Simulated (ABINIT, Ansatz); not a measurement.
# A GW run on Li2H6Pt (Fm-3m) in ABINIT, with inputs changed, part 2 of 2

What do changed inputs do to GW on Li2H6Pt (Fm-3m)?

ABINIT 10.8.3; LDA and many-body steps on it, plane waves. Known limits of the many-body steps: not at the basis limit; no spin polarisation; d states lean on the start; no spin-orbit coupling.

So far. Step 3 (Base): The gap on the mesh goes from 2.76 eV to 4.75 eV, a correction of +1.99 eV. Step 4 (No symmetry in the self-energy): Against G0W0 in ABINIT (4×4×4 mesh, 63 bands, screening to 114.3 eV, Godby-Needs plasmon pole), the gap moves by +0.000 eV.

## 5. Contour deformation on a plasmon-pole file

Level of this step: G0W0 on LDA, plane waves, norm-conserving pseudopotentials (ABINIT).

Contents of run.abi:

```
acell 3*1.0 Angstrom
rprim 
  -0.000000000000 3.324927160000 3.324927160000
  3.324927160000 0.000000000000 3.324927160000
  3.324927160000 3.324927160000 0.000000000000
ntypat 3
znucl 3 1 78
natom 9
typat 1 1 2 2 2 2 2 2 3
xred 
  0.750000000000 0.750000000000 0.750000000000
  0.250000000000 0.250000000000 0.250000000000
  0.754787880000 0.754787880000 0.245212120000
  0.245212120000 0.754787880000 0.245212120000
  0.754787880000 0.245212120000 0.245212120000
  0.245212120000 0.245212120000 0.754787880000
  0.754787880000 0.245212120000 0.754787880000
  0.245212120000 0.754787880000 0.754787880000
  0.000000000000 0.000000000000 0.000000000000
pp_dirpath "pseudos"
pseudos "Li.upf, H.upf, Pt.upf"
ecut 34
ngkpt 4 4 4
nshiftk 1
shiftk 0 0 0
kptopt 1
chksymbreak 0
istwfk *1
occopt 1
irdwfk 1
optdriver 4
nband 63
gwcalctyp 2
ecutsigx 34
symsigma 1
nkptgw 3
kptgw 
  -0.2500000000 0.2500000000 0.0000000000
  0.5000000000 0.5000000000 0.0000000000
  0.0000000000 0.0000000000 0.0000000000
bdgw 
  14 17
  14 17
  13 19
ecuteps 4.2
irdscr 1
indata_prefix "in"
outdata_prefix "out"
tmpdata_prefix "tmp"
```

The run is started by

```console
> OMP_NUM_THREADS=1 mpirun -n 4 abinit run.abi > log
```

The log of the run:

```text
.Version 10.8.3 of ABINIT. v10.8.2 released Aug 2026.

 Symmetries : space group Fm -3 m (#225); Bravais cF (face-center cubic)
================================================================================
 Values of the parameters that define the memory need of the present run
     intxc =       0    ionmov =       0      iscf =       7    lmnmax =       8
     lnmax =       8     mgfft =      48  mpssoang =       4    mqgrid =    3001
     natom =       9  nloc_mem =       1    nspden =       1   nspinor =       1
    nsppol =       1      nsym =      48    n1xccc =    2501    ntypat =       3
    occopt =       1   xclevel =       1
-    mband =          63        mffmem =           1         mkmem =           2
       mpw =        4723          nfft =      110592          nkpt =           8
================================================================================
  Rough estimation (10% accuracy) of disk space for files :
================================================================================

--------------------------------------------------------------------------------
------------- Echo of variables that govern the present computation ------------
--------------------------------------------------------------------------------
 -outvars: echo values of preprocessed input variables --------
            acell      1.8897261259E+00  1.8897261259E+00  1.8897261259E+00 Bohr

             bdgw          14      17      14      17      13      19
      chksymbreak           0
             ecut      3.40000000E+01 Hartree
          ecuteps      4.20000000E+00 Hartree
         ecutsigx      3.40000000E+01 Hartree
          ecutwfn      3.40000000E+01 Hartree
-          fftalg         312
        gwcalctyp           2
           irdscr           1
[...]
setmesh: FFT mesh size selected  =    48x   48x   48
          total number of points  =       110592

 Number of electrons calculated from density =   30.0000; Expected =   30.0000
 average of density, n =  0.060471
 r_s =    1.5805
 omega_plasma =   23.7208 [eV]

 === KS Band Gaps ===
  >>>> For spin  1
   Minimum direct gap =   4.3344 [eV], located at k-point      :   0.5000  0.5000  0.0000
   Fundamental gap    =   2.7574 [eV], Top of valence bands at :  -0.2500  0.2500  0.0000
                                       Bottom of conduction at :   0.5000  0.5000  0.0000
 SIGMA fundamental parameters:
 CONTOUR DEFORMATION
 number of plane-waves for SigmaX                 4693
 number of plane-waves for SigmaC and W            181
 number of plane-waves for wavefunctions          4693
 number of bands                                    63
 number of independent spin polarizations            1
 number of spinorial components                      1
 number of k-points in IBZ                           8
 number of q-points in IBZ                           8
 number of symmetry operations                      48
 number of k-points in BZ                           64
 number of q-points in BZ                           64
 number of frequencies for dSigma/dE                 9
 frequency step for dSigma/dE [eV]                0.25
 number of omega for Sigma on real axis              0
 max omega for Sigma on real axis  [eV]           0.00
 zcut for avoiding poles [eV]                     0.10

 EPSILON^-1 parameters (SCR file):
 dimension of the eps^-1 matrix on file            181
 dimension of the eps^-1 matrix used               181
 number of plane-waves for wavefunctions          4693
 number of bands                                    63
 number of q-points in IBZ                           8
 number of frequencies                               2
 number of real frequencies                          1
 number of imag frequencies                          1

 matrix elements of self-energy operator (all in [eV])

 Perturbative Calculation

--- !ERROR
message: |
    Fatal error

--- !ERROR
message: |
    Fatal error

--- from the log ---
Fatal error
```

Elapsed: 4.8 s, on 4 MPI ranks of Arm Neoverse V1, shared host; peak memory 0.86 GiB; 14 s of CPU time.

The run stopped with an error after 4.8 s.

The fault put into this input: contour deformation on a plasmon-pole file.

## 6. Side by side

Times are wall times on 4 MPI ranks of Arm Neoverse V1, shared host, good to a factor of about two. A run's time includes the screening step that it read.

| run | mesh | bands | screening cutoff (eV) | DFT gap (eV) | gap on the mesh (eV) | direct (eV) | ε∞ used | time |
| --- | --- | --- | --- | --- | --- | --- | --- | --- |
| base | 4×4×4 | 63 | 114.3 | 2.757 | 4.751 | 6.486 | 4.22 | 33 s |
| no symmetry in the self-energy | 4×4×4 | 63 | 114.3 | 2.757 | 4.751 | 6.486 | 4.22 | 61 s |

## 7. Outcome

| Property | Result |
| --- | --- |
| base | 4.751 eV |
| no symmetry in the self-energy | 4.751 eV |
| known limits | not at the basis limit; no spin polarisation; d states lean on the start; no spin-orbit coupling |

No symmetry in the self-energy: no change against base (keys changed: symsigma). Bands and cutoff are finite, so the gap is not at the basis limit. The miss can reach some tenths of an eV and take either sign; the mesh is an error of its own. In the first G0W0 run levels were corrected at 3 k points alone, so a gap called «on the mesh» is the least over those, and an edge elsewhere would be missed. A denser mesh or path gives a starting gap of 2.58 eV: the GW mesh misses a band edge, so its gaps are not the fundamental one. The runs have no spin polarisation. For a closed low-spin shell that is the natural state; where a d or f shell is open it is a constraint, and the gap is then not the crystal's own. With d states at the gap, one-shot GW leans hard on its start. The many-body steps are scalar-relativistic: spin-orbit coupling is not in them.

[Paths, hosts, dates, memory and timing lines, banners, echoed tables and standing remarks are left out of the program output.]

[Logs are printed without paths, hosts, clocks, repeated set-up lines and the standing remarks that a program may print on its own settings, such as how far it seeks lower states.]

[Runs of the session that timed out or met a known fault of the program may be left out.]

[No measured gap is set beside runs whose start may be inverted or whose files or cutoffs have a known fault.]

[Hosts, paths, dates, database ids (printed as entryN), source tags and the programs' standing remarks are cut or masked in the printed files.]

[G0W0 gaps are taken among the corrected bands and points alone; a level outside them can change the order at an edge.]

[Where Ansatz stands beside ABINIT at settings called matched, ABINIT's density can come from a denser mesh and the files from another edition; pairs whose starting gaps differed by over 0.03 eV were left out, so agreement reads better than it is.]
